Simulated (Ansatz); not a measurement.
# Work function of Zn(0001): what the settings cost and change, part 2 of 2

Aim: the numerical settings behind the work function of Zn(0001), with the cost of each.

Ansatz 0.2.0; plane-wave DFT, PBE, Ansatz PAW.

So far. Step 7 (Run): The work function is 4.218 eV, +0.078 eV from the run “cutoff 420 eV”, at 0.20 times its CPU time.

## (8) Slab

input.yaml reads:

```yaml
crystal:
  lattice:
    - [2.66, 0.0, 0.0]
    - [1.33, 2.3036275741, 0.0]
    - [0.0, 0.0, 32.81088]
  atoms:
    - { symbol: Zn, position: [0.0, 0.0, 0.2742992568] }
    - { symbol: Zn, position: [0.6666666667, 0.6666666667, 0.3495328379] }
    - { symbol: Zn, position: [0.0, 0.0, 0.4247664189] }
    - { symbol: Zn, position: [0.6666666667, 0.6666666667, 0.5] }
    - { symbol: Zn, position: [0.0, 0.0, 0.5752335811] }
    - { symbol: Zn, position: [0.6666666667, 0.6666666667, 0.6504671621] }
    - { symbol: Zn, position: [0.0, 0.0, 0.7257007432] }
kpoints:
  mp_grid: { grid: [12, 12, 1] }
hamiltonian:
  xc: pbe
scf:
  occupations: { method: fermi_dirac, width: 0.1 }
  convergence: { dr2_threshold: 1.0e-09 }
efield:
  axis: 3
  dipole_correction: true
  ramp_position: 0.97
  ramp_width: 0.06
output:
  write_potential: true
  write_density: true
  volumetric_format: npy
```

Launch:

```console
> ansatz run input.yaml --threads 4 --pin off --max-ram 6144MiB --backend cpu --events-out ev --progress --plain --runs-dir out
```

Standard output:

```text
[...]
Crystal: 7 atoms, lattice volume = 201.054 Å³
Basis set: ecut = 420 eV, 3991 PW (Γ)
Bands: 51, of which v1, the nominal top of the filled ones, is band 42 counted from 1 (41 counted from 0)
Symmetry: 6 space group operations
k-points: 19 of 144 (time reversal used)
[...]
k-point 1: bands = [... 38 lower, -3.0417, -2.5972, -1.5089, -0.0519, 1.2952, 3.1740, 5.0494, 6.7941, ... 5 higher]
  k-point 2: bands = [... 38 lower, -2.8398, -2.0873, -0.9565, 0.4183, 2.0730, 3.8020, 5.6397, 7.3632, ... 5 higher]
  k-point 18: bands = [... 38 lower, 4.2502, 4.3189, 4.5309, 4.5992, 5.0076, 5.1242, 5.2362, 5.8924, ... 5 higher]
[key lines of the parts left out:]
SCF converged after 11 iterations
Free energy (F): -23233.002836 eV
Fermi energy:    3.985309 eV
Dipole field:    D = -0.000000 V/Å  (p = -0.000000 e·Å, saw-weighted, corrected)
Work function:   Φ+ = 4.0744 eV   Φ− = 4.0744 eV
```

Run time: 19 s. Hardware: 4 threads of Arm Neoverse N1, shared host; peak memory 0.6 GiB; 59 s of CPU time.

The work function is 4.074 eV, -0.066 eV from the run “cutoff 420 eV”, at 0.54 times its CPU time.

## (9) Run

Edit input.yaml of step 8 so:

```diff
@@ -14,3 +14,3 @@
 kpoints:
-  mp_grid: { grid: [12, 12, 1] }
+  mp_grid: { grid: [27, 27, 1] }
 hamiltonian:
```

Standard output:

```text
[...]
Crystal: 7 atoms, lattice volume = 201.054 Å³
Basis set: ecut = 420 eV, 3991 PW (Γ)
Bands: 51, of which v1, the nominal top of the filled ones, is band 42 counted from 1 (41 counted from 0)
Symmetry: 6 space group operations
k-points: 75 of 729 (time reversal used)
[...]
k-point 1: bands = [... 38 lower, -3.0286, -2.7469, -1.6427, -0.1482, 1.1039, 3.0374, 4.9183, 6.6507, ... 5 higher]
  k-point 2: bands = [... 38 lower, -3.0316, -2.6016, -1.5176, -0.0532, 1.2682, 3.1613, 5.0352, 6.7636, ... 5 higher]
  k-point 74: bands = [... 38 lower, 4.3035, 4.3704, 4.5810, 4.6497, 5.0354, 5.1645, 5.2619, 5.9228, ... 5 higher]
[key lines of the parts left out:]
SCF converged after 10 iterations
Free energy (F): -23232.990345 eV
Fermi energy:    3.881270 eV
Dipole field:    D = 0.000000 V/Å  (p = 0.000000 e·Å, saw-weighted, corrected)
Work function:   Φ+ = 4.1306 eV   Φ− = 4.1306 eV
```

It took 67 s on 4 threads; peak memory 1 GiB; 3.8 min of CPU time.

The work function is 4.131 eV, -0.010 eV from the run “cutoff 420 eV”, at 2.1 times its CPU time.

## (10) Slab

Edit input.yaml of step 9 so:

```diff
@@ -14,3 +14,3 @@
 kpoints:
-  mp_grid: { grid: [27, 27, 1] }
+  mp_grid: { grid: [18, 18, 1] }
 hamiltonian:
@@ -18,3 +18,3 @@
 scf:
-  occupations: { method: fermi_dirac, width: 0.1 }
+  occupations: { method: gaussian, width: 0.05 }
   convergence: { dr2_threshold: 1.0e-09 }
```

Standard output:

```text
[...]
Crystal: 7 atoms, lattice volume = 201.054 Å³
Basis set: ecut = 420 eV, 3991 PW (Γ)
Bands: 51, of which v1, the nominal top of the filled ones, is band 42 counted from 1 (41 counted from 0)
Symmetry: 6 space group operations
k-points: 37 of 324 (time reversal used)
[...]
k-point 1: bands = [... 38 lower, -3.0207, -2.6901, -1.5990, -0.1147, 1.1659, 3.0802, 4.9606, 6.6970, ... 5 higher]
  k-point 2: bands = [... 38 lower, -2.9991, -2.4234, -1.3340, 0.0962, 1.5265, 3.3596, 5.2235, 6.9508, ... 5 higher]
  k-point 36: bands = [... 38 lower, 4.2938, 4.3458, 4.5678, 4.6444, 5.0373, 5.1635, 5.2558, 5.9074, ... 5 higher]
[key lines of the parts left out:]
SCF converged after 11 iterations
Free energy (F): -23232.981690 eV
Fermi energy:    3.857116 eV
Dipole field:    D = -0.000000 V/Å  (p = -0.000001 e·Å, saw-weighted, corrected)
Work function:   Φ+ = 4.1678 eV   Φ− = 4.1678 eV
```

Run time: 34 s. Hardware: 4 threads; peak memory 0.73 GiB; 1.9 min of CPU time.

The work function is 4.168 eV, +0.028 eV from the run “cutoff 420 eV”, at 1.0 times its CPU time.

## (11) Slab

Edit input.yaml of step 10 so:

```diff
@@ -18,3 +18,3 @@
 scf:
-  occupations: { method: gaussian, width: 0.05 }
+  occupations: { method: methfessel_paxton, width: 0.2 }
   convergence: { dr2_threshold: 1.0e-09 }
```

Standard output:

```text
[...]
Crystal: 7 atoms, lattice volume = 201.054 Å³
Basis set: ecut = 420 eV, 3991 PW (Γ)
Bands: 51, of which v1, the nominal top of the filled ones, is band 42 counted from 1 (41 counted from 0)
Symmetry: 6 space group operations
k-points: 37 of 324 (time reversal used)
[...]
k-point 1: bands = [... 38 lower, -3.0121, -2.6854, -1.5946, -0.1102, 1.1701, 3.0840, 4.9643, 6.6992, ... 5 higher]
  k-point 2: bands = [... 38 lower, -2.9934, -2.4188, -1.3296, 0.1006, 1.5307, 3.3635, 5.2271, 6.9529, ... 5 higher]
  k-point 36: bands = [... 38 lower, 4.2988, 4.3496, 4.5726, 4.6488, 5.0442, 5.1691, 5.2625, 5.9130, ... 5 higher]
[key lines of the parts left out:]
SCF converged after 11 iterations
Free energy (F): -23232.978438 eV
Fermi energy:    3.856550 eV
Dipole field:    D = -0.000000 V/Å  (p = -0.000000 e·Å, saw-weighted, corrected)
Work function:   Φ+ = 4.1626 eV   Φ− = 4.1626 eV
```

Wall time 33 s (4 threads); peak memory 0.73 GiB; 1.8 min of CPU time.

The work function is 4.163 eV, +0.022 eV from the run “cutoff 420 eV”, at 1.0 times its CPU time.

## (12) Slab

Edit input.yaml of step 11 so:

```diff
@@ -18,3 +18,3 @@
 scf:
-  occupations: { method: methfessel_paxton, width: 0.2 }
+  occupations: { method: fermi_dirac, width: 0.3 }
   convergence: { dr2_threshold: 1.0e-09 }
```

Standard output:

```text
band count auto-derived: 57 (N_el = 84.0; filled up to band 42; 51 by the electrons, moments and atoms)
[...]
Crystal: 7 atoms, lattice volume = 201.054 Å³
Basis set: ecut = 420 eV, 3991 PW (Γ)
Bands: 57, of which v1, the nominal top of the filled ones, is band 42 counted from 1 (41 counted from 0)
Symmetry: 6 space group operations
[...]
k-point 1: bands = [... 38 lower, -3.0415, -2.6888, -1.5979, -0.1184, 1.1635, 3.0808, 4.9588, 6.6928, ... 11 higher]
  k-point 2: bands = [... 38 lower, -3.0053, -2.4219, -1.3335, 0.0936, 1.5253, 3.3594, 5.2215, 6.9465, ... 11 higher]
  k-point 36: bands = [... 38 lower, 4.2878, 4.3579, 4.5660, 4.6424, 5.0220, 5.1545, 5.2481, 5.9101, ... 11 higher]
[key lines of the parts left out:]
SCF converged after 10 iterations
Free energy (F): -23233.216169 eV
Fermi energy:    3.899706 eV
Dipole field:    D = -0.000000 V/Å  (p = -0.000000 e·Å, saw-weighted, corrected)
Work function:   Φ+ = 4.1261 eV   Φ− = 4.1261 eV
```

Run time: 38 s. Hardware: 4 threads; peak memory 0.77 GiB.

The work function is 4.126 eV, -0.014 eV from the run “cutoff 420 eV”, at 1.2 times its CPU time.

## (13) Run

Edit input.yaml of step 12 so:

```diff
@@ -18,3 +18,3 @@
 scf:
-  occupations: { method: fermi_dirac, width: 0.3 }
+  occupations: { method: cold, width: 0.1 }
   convergence: { dr2_threshold: 1.0e-09 }
```

Standard output:

```text
[...]
Crystal: 7 atoms, lattice volume = 201.054 Å³
Basis set: ecut = 420 eV, 3991 PW (Γ)
Bands: 51, of which v1, the nominal top of the filled ones, is band 42 counted from 1 (41 counted from 0)
Symmetry: 6 space group operations
k-points: 37 of 324 (time reversal used)
[...]
k-point 1: bands = [... 38 lower, -3.0141, -2.6819, -1.5911, -0.1072, 1.1729, 3.0874, 4.9669, 6.7001, ... 5 higher]
  k-point 2: bands = [... 38 lower, -2.9911, -2.4151, -1.3262, 0.1040, 1.5337, 3.3667, 5.2298, 6.9538, ... 5 higher]
  k-point 36: bands = [... 38 lower, 4.3026, 4.3552, 4.5768, 4.6546, 5.0452, 5.1729, 5.2636, 5.9158, ... 5 higher]
[key lines of the parts left out:]
SCF converged after 11 iterations
Free energy (F): -23232.980565 eV
Fermi energy:    3.828521 eV
Dipole field:    D = 0.000012 V/Å  (p = 0.000014 e·Å, saw-weighted, corrected)
Work function:   Φ+ = 4.1856 eV   Φ− = 4.1860 eV
```

Wall time 33 s (4 threads); peak memory 0.73 GiB.

The work function is 4.186 eV, +0.045 eV from the run “cutoff 420 eV”, at 1.0 times its CPU time.

## (14) Side by side

Times are for 4 threads of Arm Neoverse N1, shared host. Results by setting:

```tsv
no.	setting	work function, upper face (eV)	time	memory (GiB)
1	cutoff 200 eV	4.430	16 s	0.42
2	cutoff 300 eV	4.140	25 s	0.54
3	cutoff 420 eV	4.140	34 s	0.73
4	cutoff 600 eV	4.140	55 s	1.1
5	mesh 3x3	3.198	5.7 s	0.41
6	mesh 6x6	4.218	8.9 s	0.49
7	mesh 12x12	4.074	19 s	0.6
8	mesh 27x27	4.131	67 s	1.0
9	Gaussian smearing 0.05 eV	4.168	34 s	0.73
10	methfessel_paxton smearing 0.2 eV	4.163	33 s	0.73
11	fermi_dirac smearing 0.3 eV	4.126	38 s	0.77
12	cold smearing 0.1 eV	4.186	33 s	0.73
```

## (15) Varying the input

An input spoilt on purpose, to show how the run answers: it repeats the earlier run “cutoff 200 eV” with efield.amplitude to 1.5, and scf.max_iter set to 50; its output block differs too.

Edit input.yaml of step 13 so:

```diff
@@ -18,4 +18,5 @@
 scf:
-  occupations: { method: cold, width: 0.1 }
+  occupations: { method: fermi_dirac, width: 0.1 }
   convergence: { dr2_threshold: 1.0e-09 }
+  max_iter: 50
 efield:
@@ -25,2 +26,5 @@
   ramp_width: 0.06
+  amplitude: 1.5
+basis:
+  ecutwfc: "200 eV"
 output:
```

Standard output:

```text
[...]
Crystal: 7 atoms, lattice volume = 201.054 Å³
Basis set: ecut = 200 eV, 1221 PW (Γ)
Bands: 51, of which v1, the nominal top of the filled ones, is band 42 counted from 1 (41 counted from 0)
Symmetry: 6 space group operations
k-points: 37 of 324 (time reversal used)
[...]
SCF iter   1: F=—  HF=-23201.380221 eV  |F-HF|=—  |Δ(HF+E_count)|=         —  Δρ=1.03e-1  dr2=1.82e1  ethr=3.10e-3  p=1.018 e·Å  D=9.16e-1 V/Å  ΔV_dip=-30.07 eV  dr2_dipole=2.90e0  V_vac-E_F(+/−)=13.07/3.03 eV  ⟨swp⟩=16.8  Hψ=13397  notcnv=0  defer=36
[...]
SCF iter  11: F=-23187.163391 eV  HF=-23187.163391 eV  |F-HF|=1.86e-10  |Δ(HF+E_count)|=  6.22e-10  Δρ=2.25e-7  dr2=1.15e-10  ethr=1.19e-12  p=0.912 e·Å  D=8.21e-1 V/Å  ΔV_dip=-26.94 eV  dr2_dipole=1.17e-12  V_vac-E_F(+/−)=13.46/0.60 eV  ⟨swp⟩=12.0  Hψ=7118  notcnv=0
[...]
SCF 1 converged in 11 iterations: F = -23187.163391 eV  dr2 = 1.15e-10
[...]
SCF converged after 11 iterations
Free energy (F): -23187.163391 eV
[...]
Internal energy: -23187.114886 eV  (E = F + TS)
E sigma→0 (E₀):  -23187.139138 eV
Entropy (-TS):   -0.048505 eV (-6.929 meV/atom)
Fermi energy:    3.510380 eV
Dipole field:    D = 0.820960 V/Å  (p = 0.912162 e·Å, saw-weighted, corrected)
Work function:   not extracted (applied field tilts the vacuum); planar V_es + V_field profile in the machine report
[...]
--- Band table (eV; the first three rows and the last of 37) ---
  k-point 0: bands = [... 38 lower, -4.6186, -3.5517, -2.2652, -0.7795, 0.8016, 2.5956, 4.1806, 4.9455, ... 5 higher]
  k-point 1: bands = [... 38 lower, -4.5221, -3.4518, -2.1770, -0.7011, 0.9146, 2.6989, 4.2772, 5.0439, ... 5 higher]
  k-point 2: bands = [... 38 lower, -4.2349, -3.1705, -1.9120, -0.4711, 1.2448, 2.9794, 4.5395, 5.3114, ... 5 higher]
  k-point 36: bands = [... 38 lower, 3.8797, 3.9402, 4.1526, 4.2644, 4.6179, 4.7479, 4.8879, 5.5117, ... 5 higher]
```

The job ended after 17 s (4 threads; peak memory 0.4 GiB; 54 s of CPU time).

The fault (a field far too strong) makes this run a check alone; its numbers are not taken further.

## (16) Outcome

```
work function, cutoff 200 eV : 4.430 eV
work function, cutoff 420 eV : 4.140 eV
work function, cutoff 600 eV : 4.140 eV
work function, mesh 3x3      : 3.198 eV
```

**Reading.** The run at the highest cutoff gives 4.14 eV, and the settings tried spread the value from 3.20 to 4.43 eV. Against 600 eV, a cutoff of 200 eV is off by +0.290 eV. Against 600 eV, a cutoff of 420 eV is off by -0.000 eV. Against the finest mesh, 27 points along a, the coarser ones are off by -0.93 (3), +0.09 (6) and -0.06 (12) eV. The smearing schemes and widths spread it over 0.06 eV. The program marks the value as in doubt in “cutoff 200 eV”. The ladder's slabs use the tabulated experimental lattice constant (two decimals; a low-temperature value for the alkali metals). In 2 runs of the series (cutoff 200 eV and cutoff 300 eV) the program warns that electrons reach the sawtooth's ramp, which makes dipole and work function less sure.

[Long decimals in the printed logs are rounded to 6 places.]

[Logs are printed without paths, hosts, clocks, repeated set-up lines and the standing remarks that a program may print on its own settings, such as how far it seeks lower states.]

[Hosts, paths, dates, database ids (printed as entryN), source tags and the programs' standing remarks are cut or masked in the printed files.]

[Maps of the electrostatic potential energy from Ansatz leave out the sawtooth potential of an applied field or a dipole correction, so their vacuum need not be flat; planar profiles and work functions include it.]
